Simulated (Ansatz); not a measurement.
# Lattice dynamics of HfTeS monolayer, Janus, part 2 of 2

Task: relax HfTeS monolayer, Janus, then find its harmonic phonons.

Ansatz 0.2.0; DFT LDA, scalar-relativistic, plane waves, PAW.

So far. Step 4 (Relaxing to small forces for the phonons): The largest force component left is 0.15 meV/Å, within the tolerances set. Step 5 (Linear response at the zone centre): Before it was imposed, the acoustic sum rule was missed by 3.8e-5 eV/Å². Small misses are needed for a sound result but don't prove that mesh and cutoff are converged. The lowest optical mode is real, 92.4 cm⁻¹.

## 6. Response at finite wavevector

Stability and thermal properties need the whole zone. Linear response on a 3×3×1 q mesh gives force constants as far as a supercell of that size would.

Contents of input.yaml:

```yaml
crystal:
  lattice:
    - [3.6933349276, 0.0, 0.0]
    - [-1.8466674638, 3.198521872, 0.0]
    - [0.0, 0.0, 30.0]
  atoms:
    - { symbol: Hf, position: [0.0, 0.0, 0.3389535829] }
    - { symbol: S, position: [0.3333333333, 0.6666666667, 0.3820710469] }
    - { symbol: Te, position: [0.6666666667, 0.3333333333, 0.2756420368] }
  periodic: [true, true, false]
kpoints:
  mp_grid: { grid: [15, 15, 1] }
hamiltonian:
  xc: lda
scf:
  occupations: { method: methfessel_paxton, width: 0.15 }
output:
  eigenvalues: true
phonons:
  method: dfpt
  qmesh: [3, 3, 1]
  temperatures: { t_max: 1000, t_step: 50 }
  qpath:
    path:
      - [0.0, 0.0, 0.0]
      - [0.5, 0.0, 0.0]
      - [0.33333333, 0.33333333, 0.0]
      - [0.0, 0.0, 0.0]
    npoints: 10
```

On the command line:

```bash
ansatz run input.yaml --threads 8 --pin off --max-ram 14336MiB --backend cpu --events-out ev --progress --plain --runs-dir out
```

Numbers of over 12 decimals in the logs are rounded to 6 here.

The log of the run:

```text
[...]
Crystal: 3 atoms, lattice volume = 354.396 Å³
Basis set: ecut = 420 eV, 6977 PW (Γ), exchange–correlation on 50×50×432 points (8 copies of the dense FFT grid, shifted against one another)
Bands: 29, of which v1, the nominal top of the filled ones, is band 24 counted from 1 (23 counted from 0)
Symmetry: 6 space group operations
k-points: 27 of 225 (time reversal used)
[...]
SCF iter   1: F=—  HF=-23177.032180 eV  |F-HF|=—  |Δ(HF+E_count)|=         —  Δρ=3.66e-3  dr2=2.15e-1  ethr=1.77e-3  ⟨swp⟩=11.8  Hψ=5143  notcnv=0
[...]
SCF iter  12: F=-23177.006915 eV  HF=-23177.006915 eV  |F-HF|=4.00e-11  |Δ(HF+E_count)|=  7.53e-10  S|Δr|=    0.00e0  Δρ=2.06e-8  dr2=1.88e-12  ethr=1.00e-12  ⟨swp⟩=16.7  Hψ=6068  notcnv=0
SCF 1 converged in 12 iterations: F = -23177.006915 eV  dr2 = 1.88e-12
[...]
phonons: the bands overlap, so this run is a metal and interpolates without the dipole-dipole term. If the crystal is really an insulator or semiconductor, its LO-TO splitting is missing
NSCF: frozen V_eff on 27 k-points
WARN: eigensolver did not converge (k=0): 1 band(s) unlocked after 2 eigensolves, warm-restarted (20 sweeps on the last) at ethr=1.40e-12 eV (storage-precision floor; scheduled 1.00e-12 eV) (lowest unlocked band 28, counted from 0; max residual 1.09e-2 eV among the unlocked bands, 1.09e-2 eV over every band; other slots of this pass that fall short are told together in one closing line; warning suppressed until the next SCF loop or pass starts)
WARN: eigensolver did not converge in 4 slots of this pass, the one above among them; of largest residual over every band (k=0): 1 band(s) unlocked (lowest unlocked band 28, counted from 0; max residual 1.09e-2 eV among the unlocked bands, 1.09e-2 eV over every band); of lowest unlocked band (k=0): band 28
[...]
DFPT response loops at q = (0, 0, 0) (fractional): preconditioner auto → none (partly filled bands, converged f_vac=0.769); β = 0.50; Broyden in place of MSR1
[...]
SCF converged after 12 iterations
[...]
Free energy (F): -23177.006915 eV
[...]
Internal energy: -23177.006436 eV  (E = F + TS)
E sigma→0 (E₀):  -23177.006796 eV
Entropy (-TS):   -0.000479 eV (-0.160 meV/atom)
Fermi energy:    -4.894958 eV
[...]
--- Band table (eV; the first three rows and the last of 27) ---
  k-point 0: bands = [... 20 lower, -8.6217, -7.1368, -4.4914, -4.4914, -4.1031, -4.1031, -3.4406, -1.4462, ... 1 higher]
  k-point 1: bands = [... 20 lower, -8.6040, -7.0165, -5.1164, -4.8269, -3.9860, -3.7513, -3.2499, -1.3013, ... 1 higher]
  k-point 2: bands = [... 20 lower, -8.5590, -6.8337, -6.0500, -5.2411, -4.0992, -3.3012, -3.0017, -1.3341, ... 1 higher]
  k-point 26: bands = [... 20 lower, -9.1759, -7.9735, -7.8949, -7.4280, -3.3309, -3.0670, -2.8533, -0.6683, ... 1 higher]
--- Phonons (Γ-DFPT): 6 representative perturbations + reference (Σ response iterations 27) ---
  ASR residual: 3.858e-5 → 0.000e0 eV/Å²; symmetrization residual: 5.211e-6 eV/Å²
  ASR residual per site (eV/Å²): 1.02e-5 3.86e-5 1.57e-5
  Γ frequencies (cm⁻¹): 0.00 0.00 0.00 92.42 92.42 181.02 235.94 235.94 299.16
--- Phonons (arbitrary-q DFPT): 3 irreducible q on the 3×3×1 mesh ---
  q = [0.0000, 0.0000, 0.0000] (star 1, of the zone-centre solve; hermiticity 6.31e-7, symmetrization 1.25e-11): -0.00 0.00 0.00 92.42 92.42 181.02 235.94 235.94 299.16
  q = [0.0000, 0.3333, 0.0000] (star 6, 9 solved perturbations on 120 of 225 k-point pairs; hermiticity 3.72e-6, symmetrization 1.61e-9): 48.56 64.58 91.55 102.72 143.70 162.40 246.39 276.22 288.67
  q = [0.3333, 0.3333, 0.0000] (star 2, 6 solved perturbations in 498 linear systems a pass and spin channel, the states on 120 of 225 k-point pairs; hermiticity 6.70e-7, symmetrization 2.50e-7): 61.94 103.19 105.21 138.13 147.02 150.90 268.66 275.74 289.57
  sum rule: each row above includes the acoustic sum rule's correction from the zone centre's row sums; it moved no ω² by more than (0.57 cm⁻¹)²
  mesh force constants: q→R imaginary residual 0.00e0; ASR residual 3.858e-5 → 0.000e0 eV/Å²; symmetrization residual 1.421e-14 eV/Å²
  interpolated dispersion: 31 rows × 9 modes
  density of states and harmonic sums: on the 21×21×1 q-mesh, interpolated from the force constants of a 3×3×1 supercell (no non-analytic term)
  largest difference from the sums on the solved wave vectors: F 8.41e-2 eV, S 1.06e-4 and C_V 2.23e-5 eV/K
  zero-point energy: 0.088163 eV/cell   skipped modes (ω ≤ 0): 7, of them read as no rigid motion or as one in doubt: 4 (6.803e-2 modes/cell left out, lowest -8.54 cm⁻¹)   left out of the sums: 8.31e-3 of the cell's modes: C_V's classical limit lies that fraction below 3 k_B per atom; for a crystal, a wire or a layer, F and S can be off by more, and a phonons.interpolated_qmesh denser along its periods is the remedy for the sampling
```

Run time: 6.9 min. Hardware: 8 threads of Arm Neoverse V2, shared host; peak memory 3.2 GiB.

This step gave:

* sum-rule residual before enforcement: 3.86e-5 eV/Å²
* lowest frequency on the path: -8.138 cm⁻¹
* highest frequency on the path or at a solved wavevector: 299.2 cm⁻¹
* lowest mode on the q mesh (acoustic modes at Γ apart): 48.56 cm⁻¹

Frequencies (cm⁻¹) solved at each irreducible wavevector; negative means imaginary. Frequencies by wavevector, by row:

```
q in reciprocal lattice units  star  mode 1  mode 2  mode 3  mode 4  mode 5  mode 6  mode 7  mode 8  mode 9
                        0 0 0     1       0       0       0    92.4    92.4     181   235.9   235.9   299.2
                   0 0.3333 0     6    48.6    64.6    91.5   102.7   143.7   162.4   246.4   276.2   288.7
              0.3333 0.3333 0     2    61.9   103.2   105.2   138.1     147   150.9   268.7   275.7   289.6
```

Interpolated from a 3×3×1 q mesh. Phonon branches along the path, in cm⁻¹:

```
  point  branch 1  branch 2  branch 3  branch 4  branch 5  branch 6  branch 7  branch 8  branch 9
      Γ         0         0         0        92        92       181       236       236       299
halfway        33        49        81        91       131       169       243       268       287
      M        62        79        92       119       153       160       249       278       297
halfway        61        88       108       122       151       156       258       277       293
      K        62       103       105       138       147       151       269       276       290
halfway        40        55        91       102       134       165       248       272       286
      Γ         0         0         0        92        92       181       236       236       299
```

The phonon branches as a text plot (rows in cm⁻¹):

```
    293 |*****************************************    ***********
    280 |           **********************************
    267 |         **                ***********     *****
    254 |     ****      ************           *******   **
    242 |***************                              ***********
    229 |
    216 |
    203 |
    190 |
    178 |*********                                       ********
    165 |         ****************                *******
    152 |             ****************************
    139 |           **                *******  *******
    126 |       ****              ****       *****    ***
    114 |     **        ********** *****   ****   **     **
    101 | ****      ****       ****   *******  **********  *****
     88 |********************** ******       **     **   ********
     75 |         **    ********               ***    ***
     62 |       **  ***************************   **     **
     50 |     **  **  **                       **********
     37 |   **  ******                              **   ****
     24 |   ******                                    ***  *****
     11 | **  **                                         **  ***
     -2 |*****                                             ******
         Γ                   M           K                      Γ
```

Tetrahedra on a 21×21×1 mesh, mean over bins of 5 cm-1. Interpolated from a 3×3×1 q mesh. Phonon density of states against wavenumber; read off at these points:

wavenumber (cm⁻¹), phonon density of states (1/cm⁻¹/cell) and a bar:
```
       -8      0.008 ##
        8      0.005 #
       22      0.012 ###
       38      0.020 #####
       52      0.037 #########
       68      0.019 #####
       78      0.033 ########
       92      0.104 #########################
      108      0.064 ###############
      122      0.029 #######
      138      0.021 #####
      152      0.060 ##############
      158      0.075 ##################
      168      0.023 #####
      182      0.003 #
      198      0.000 
      212      0.000 
      222      0.000 
      238      0.024 ######
      252      0.049 ############
      268      0.022 #####
      278      0.126 ##############################
      282      0.000 
      288      0.091 ######################
      298      0.025 ######
```

The partial phonon density of states has structure finer than the step of the table below, so its rows give means over 10 cm⁻¹, whole bins alone (the curve runs from -18.2 to 318 cm⁻¹). Peaks (cm⁻¹: height): Hf 60.1: 0.0500, 79.1: 0.0273, 93.9: 0.0296, 159.5: 0.0249, 275.8: 0.0124; S 250.5: 0.0548, 275.8: 0.0934, 290.6: 0.0832; Te 60.1: 0.0214, 93.9: 0.0643, 151.0: 0.0435.

Phonopy on the run's constants, 17x17x1 mesh, Gaussian sigma 2.4 cm-1. Interpolated from a 3×3×1 q mesh. The partial phonon density of states by wavenumber; means over each step; values in 1/cm⁻¹/cell:

```
wavenumber (cm⁻¹)       Hf        S       Te
              -10  0.00254   4.5e-4  0.00172
                0  0.00135   2.4e-4   9.5e-4
               10  0.00345   5.8e-4  0.00248
               20  0.00631  0.00102  0.00449
               30  0.00855  0.00124  0.00564
               40   0.0126  0.00159  0.00761
               50   0.0212  0.00210   0.0111
               60   0.0371  0.00256   0.0161
               70   0.0174  0.00136  0.00562
               80   0.0226  0.00151  0.00608
               90   0.0237  0.00137   0.0365
              100   0.0179  0.00120   0.0347
              110   0.0186  0.00166   0.0236
              120   0.0163  0.00209   0.0179
              130  0.00882  0.00133   0.0129
              140  0.00830  0.00112   0.0174
              150   0.0180  0.00179   0.0397
              160   0.0198  0.00204   0.0335
              170  0.00738   5.9e-4   0.0136
              180  0.00327   5.7e-4  0.00639
              190   3.4e-5   8.1e-6   7.1e-5
              200        0        0        0
              210        0        0        0
              220        0        0        0
              230   1.7e-4  0.00184   2.9e-5
              240  0.00217   0.0276   3.3e-4
              250  0.00284   0.0485   3.8e-4
              260  0.00193   0.0287   1.4e-4
              270  0.00337   0.0335   2.4e-4
              280  0.00683   0.0504   2.8e-4
              290  0.00595   0.0685   3.8e-4
              300  0.00127   0.0149   1.2e-4
              310   3.1e-6   1.7e-5        0
```

Symmetry leaves 3 wavevectors to solve. The lowest mode among them, the acoustic zeros apart, lies at q = (0, 0.333, 0) and is real, 48.6 cm⁻¹. Between them the interpolated path dips to 8i cm⁻¹.

## 7. Another isotope, element Hf, natural mass 178.486 amu

An isotope changes the mass and not the force constants, so no new electronic calculation is needed; the shifts show which modes move this element.

The same force constants with the mass of Hf changed from 178.486 to 173.940 u (phonopy, no LO-TO term). Both lists are sorted by frequency; levels can cross, so a row need not hold one and the same mode. Modes under 3 cm⁻¹ are left out. Isotope shifts, by row:

```
              q  rank  natural mass (cm⁻¹)  changed mass (cm⁻¹)
          0 0 0     4                92.42                92.88
          0 0 0     5                92.42                92.88
          0 0 0     6                  181                181.7
          0 0 0     7                235.9                236.2
          0 0 0     8                235.9                236.2
          0 0 0     9                299.2                299.8
     0 0.3333 0     1                48.56                48.93
     0 0.3333 0     2                64.57                65.21
     0 0.3333 0     3                91.55                91.78
     0 0.3333 0     4                102.7                103.5
     0 0.3333 0     5                143.7                144.3
     0 0.3333 0     6                162.4                163.2
     0 0.3333 0     7                246.4                246.6
     0 0.3333 0     8                276.2                276.5
     0 0.3333 0     9                288.7                289.1
0.3333 0.3333 0     1                61.94                62.48
0.3333 0.3333 0     2                103.2                103.8
0.3333 0.3333 0     3                105.2                106.1
0.3333 0.3333 0     4                138.1                138.9
0.3333 0.3333 0     5                  147                147.6
0.3333 0.3333 0     6                150.9                151.4
0.3333 0.3333 0     7                268.7                268.9
0.3333 0.3333 0     8                275.7                276.2
0.3333 0.3333 0     9                289.6                289.7
```

A mode of this element alone would shift by +1.30 %. The highest zone-centre frequency without the field goes from 299.2 to 299.8 cm⁻¹ (+0.2 %). The product of the frequency ratios over all optical modes at Γ is 1.018; the product rule, (m/m′)^(3k/2) (M′/M)^(3/2) with k = 1 such atoms and M the mass of the cell, gives 1.019.

## 8. Isotope substitution, element S, natural mass 32.06 amu

The same for S, from 32.06 to 33.97 u.

The same force constants with the mass of S changed from 32.060 to 33.968 u (phonopy, no LO-TO term). Both lists are sorted by frequency; levels can cross, so a row need not hold one and the same mode. Modes under 3 cm⁻¹ are left out. Isotope shifts, by row:

```
              q  rank  natural mass (cm⁻¹)  changed mass (cm⁻¹)
          0 0 0     4                92.42                 92.4
          0 0 0     5                92.42                 92.4
          0 0 0     6                  181                180.6
          0 0 0     7                235.9                229.9
          0 0 0     8                235.9                229.9
          0 0 0     9                299.2                292.1
     0 0.3333 0     1                48.56                48.47
     0 0.3333 0     2                64.57                64.47
     0 0.3333 0     3                91.55                91.54
     0 0.3333 0     4                102.7                102.5
     0 0.3333 0     5                143.7                143.5
     0 0.3333 0     6                162.4                162.3
     0 0.3333 0     7                246.4                239.8
     0 0.3333 0     8                276.2                269.1
     0 0.3333 0     9                288.7                281.4
0.3333 0.3333 0     1                61.94                61.88
0.3333 0.3333 0     2                103.2                  103
0.3333 0.3333 0     3                105.2                105.1
0.3333 0.3333 0     4                138.1                137.8
0.3333 0.3333 0     5                  147                  147
0.3333 0.3333 0     6                150.9                150.8
0.3333 0.3333 0     7                268.7                261.6
0.3333 0.3333 0     8                275.7                  269
0.3333 0.3333 0     9                289.6                281.6
```

A mode of this element alone would shift by -2.85 %. The highest zone-centre frequency without the field goes from 299.2 to 292.1 cm⁻¹ (-2.3 %). The product of the frequency ratios over all optical modes at Γ is 0.925; the product rule, (m/m′)^(3k/2) (M′/M)^(3/2) with k = 1 such atoms and M the mass of the cell, gives 0.925.

## 9. Isotope substitution, element Te, natural mass 127.6 amu

The same for Te, from 127.60 to 129.91 u.

The same force constants with the mass of Te changed from 127.600 to 129.906 u (phonopy, no LO-TO term). Both lists are sorted by frequency; levels can cross, so a row need not hold one and the same mode. Modes under 3 cm⁻¹ are left out. Isotope shifts, by row:

```
              q  rank  natural mass (cm⁻¹)  changed mass (cm⁻¹)
          0 0 0     4                92.42                91.92
          0 0 0     5                92.42                91.92
          0 0 0     6                  181                  180
          0 0 0     7                235.9                235.9
          0 0 0     8                235.9                235.9
          0 0 0     9                299.2                299.2
     0 0.3333 0     1                48.56                48.41
     0 0.3333 0     2                64.57                64.47
     0 0.3333 0     3                91.55                90.89
     0 0.3333 0     4                102.7                102.4
     0 0.3333 0     5                143.7                142.9
     0 0.3333 0     6                162.4                161.5
     0 0.3333 0     7                246.4                246.4
     0 0.3333 0     8                276.2                276.2
     0 0.3333 0     9                288.7                288.7
0.3333 0.3333 0     1                61.94                61.78
0.3333 0.3333 0     2                103.2                102.7
0.3333 0.3333 0     3                105.2                104.9
0.3333 0.3333 0     4                138.1                137.5
0.3333 0.3333 0     5                  147                146.1
0.3333 0.3333 0     6                150.9                  150
0.3333 0.3333 0     7                268.7                268.7
0.3333 0.3333 0     8                275.7                275.7
0.3333 0.3333 0     9                289.6                289.6
```

A mode of this element alone would shift by -0.89 %. The highest zone-centre frequency without the field goes from 299.2 to 299.2 cm⁻¹ (+0.0 %). The product of the frequency ratios over all optical modes at Γ is 0.983; the product rule, (m/m′)^(3k/2) (M′/M)^(3/2) with k = 1 such atoms and M the mass of the cell, gives 0.983.

## 10. Results

```
space group after relaxation (within 0.01 Å)            : P3m1
area per atom                                           : 3.94 Å²
electronic character                                    : no gap on this mesh
highest optical mode at the zone centre (no LO-TO term) : 299 cm⁻¹
lowest optical zone-centre mode                         : 92.4 cm⁻¹
lowest mode on the q mesh (acoustic modes at Γ apart)   : 48.6 cm⁻¹
highest frequency on the path or at a solved wavevector : 299 cm⁻¹
imaginary modes on the 3×3×1 q mesh                     : none
```

No mode is imaginary at the 3 irreducible wavevectors solved, but between them the interpolated path dips to 8.1i cm⁻¹, so stability is not settled. The optical modes at Γ span 92 to 299 cm⁻¹. The highest mode in this list at Γ, 299.2 cm⁻¹, is mostly motion of S (83 % of the kinetic energy). With no gap, or one that is small against the smearing, the frequencies hang on the k mesh and the smearing, most of all near Kohn anomalies. In a sheet or slab the interpolated bending branch near Γ is rough, since the rotational sum rule isn't imposed. A semilocal functional can close a gap that the real compound would have, so the metallic treatment may be an artefact of the level. Spin-orbit coupling is left out, which can matter for the heavy elements here. A phonon run warned that its eigensolver left some bands unconverged in a pass. The starting cell was built on a prototype and not taken from a measurement. These are harmonic frequencies at zero temperature: anharmonic shifts, linewidths and thermal expansion are left out.

[Logs are printed without paths, hosts, clocks, repeated set-up lines and the standing remarks that a program may print on its own settings, such as how far it seeks lower states.]

[Hosts, paths, dates, database ids (printed as entryN), source tags and the programs' standing remarks are cut or masked in the printed files.]
